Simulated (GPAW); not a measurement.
A computed O K-edge spectrum of one site in a crystal of Mg, O, Re and Sr, with its zero at a photon energy of about 525.2 eV (raw 534.0 eV, less 8.8 eV of added terms; LDA puts this hole about 4 eV below PBE, itself good to a few eV). Method: GPAW, LDA, excited-electron core hole (neutral cell) in a small cell, dipole transitions, broadening that rises with energy, without spin-orbit coupling.

Energy from the lowest empty level; intensity scaled to a mean of 1 over the first 20 eV:

```csv
E (eV),intensity
-2.0,0.00
-1.4,0.00
-0.8,0.04
-0.2,0.59
0.4,0.93
1.0,0.16
1.6,0.01
2.2,0.05
2.8,0.30
3.4,1.14
4.0,2.54
4.6,3.10
5.2,2.33
5.8,1.32
6.4,0.64
7.0,0.56
7.6,0.87
8.2,1.33
8.8,1.59
9.4,1.56
10.0,1.60
10.6,1.64
11.2,1.50
11.8,1.22
12.4,0.93
13.0,0.69
13.6,0.51
14.2,0.42
14.8,0.40
15.4,0.46
16.0,0.58
16.6,0.71
17.2,0.79
17.8,0.82
18.4,0.81
19.0,0.79
19.6,0.76
20.2,0.74
20.8,0.72
21.4,0.71
22.0,0.70
22.6,0.70
23.2,0.69
23.8,0.68
24.4,0.66
25.0,0.65
25.6,0.64
26.2,0.65
26.8,0.66
27.4,0.69
28.0,0.74
28.6,0.79
29.2,0.85
29.8,0.90
30.4,0.94
31.0,0.96
31.6,0.96
```

**Question.** What surroundings does the absorber have?

A K edge sees empty p states; the first features are O p mixed into the empty d states of the Re neighbours, and the broad ones above probably into the cations' higher empty bands. It is atom 9 of Sr2MgReO6 (I4/m), with 1 Re at 1.95 Å and 1 Mg at 2.07 Å (linear, site symmetry 4). Its main maxima below 24 eV lie at 0.2 eV (1.02), 4.5 eV (3.13), 10.5 eV (1.64) and 17.9 eV (0.82). A near-edge spectrum doesn't fix the structure by itself; it is matched against candidates. The primitive cell holds an odd number of electrons, so a spin-paired run has to come out metallic; that is right for a metal, but some such compounds are magnetic or distorted insulators. The crystal has 2 inequivalent O sites and not all are shown here, while a measurement adds them all. The holes are only 5.6 Å apart, so the shape is probably not converged with cell size; no larger cell was run here. The mesh is coarse (0.31 Å⁻¹ between points), so small maxima may be mesh ripples. Lifetime broadening is put in by hand, and intensities beyond about 20 eV depend on it and on the partial waves; weight that the partial waves miss at high energy is lost. The structure is a computed Materials Project entry and may be a hypothetical form.

[Banner, clock and machine lines of the logs are left out without a mark of their own.]

[Logs are printed without paths, hosts, clocks, repeated set-up lines and the standing remarks that a program may print on its own settings, such as how far it seeks lower states.]

[Hosts, paths, dates, database ids (printed as entryN), source tags and the programs' standing remarks are cut or masked in the printed files.]

[Lists of maxima count a maximum above −3 eV only where it reaches 4 % of the highest in the window and stands out from its surroundings by 2 % of it (1.5 % where it reaches 55 %); shoulders and weaker maxima are passed over, and of the rest the first, up to two pre-edge ones and the few strongest are named.]
